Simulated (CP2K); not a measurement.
Consider borylethylene at its PBE geometry (Å).

```xyz
8

B     1.2896    0.0263    0.0962
C    -0.1439   -0.5260    0.0754
C    -1.2017    0.2872   -0.1411
H     2.2376   -0.6823    0.2869
H     1.4582    1.2011   -0.0836
H    -0.3507   -1.5899    0.2335
H    -1.0555    1.3576   -0.3052
H    -2.2335   -0.0740   -0.1622
```

Method: CP2K XAS_TDP, all-electron GAPW, PBEh(45%), aug-cc-pVDZ, TDA, GW2X-corrected core level, no relativity.

**Question.** Where do the C K-edge lines lie, and how strong are they?

Leading lines: C2 286.02 eV and C3 286.09 eV. The leading line of an atom is its first one with 35 % of the strongest within 2.5 eV of its lowest line over the strength cut. Core ionisation energies at this level: C2 291.82 and C3 292.84 eV.

The first six lines of each atom with a strength over 0.0015:

```csv
atom,energy (eV),states,"strength, one atom",above the computed threshold
"C2 (bonded to B, C and H)",286.02,1,0.0259,
,288.73,1,0.0306,
,289.98,1,0.0099,
,290.78,1,0.0017,
,291.90,1,0.0025,yes
,292.01,1,0.0031,yes
C3 (bonded to C and 2 H),286.09,1,0.0537,
,290.84,1,0.0075,
,291.39,1,0.0177,
,292.14,1,0.0028,
,292.59,1,0.0086,
,292.75,1,0.0016,
```

Lines are vertical, at one geometry, with no vibrational structure. GW2X ionisation energies and lines can be off by 1 to 2 eV either way, and a good line position may hide errors that cancel. These values hold no scalar relativity, about 0.1 eV for C 1s. Rydberg lines, and the discretised continuum above threshold, depend on the basis and the box.

[Banner, clock and machine lines of the logs are left out without a mark of their own.]

[Logs are printed without paths, hosts, clocks, repeated set-up lines and the standing remarks that a program may print on its own settings, such as how far it seeks lower states.]

[Hosts, paths, dates, database ids (printed as entryN), source tags and the programs' standing remarks are cut or masked in the printed files.]
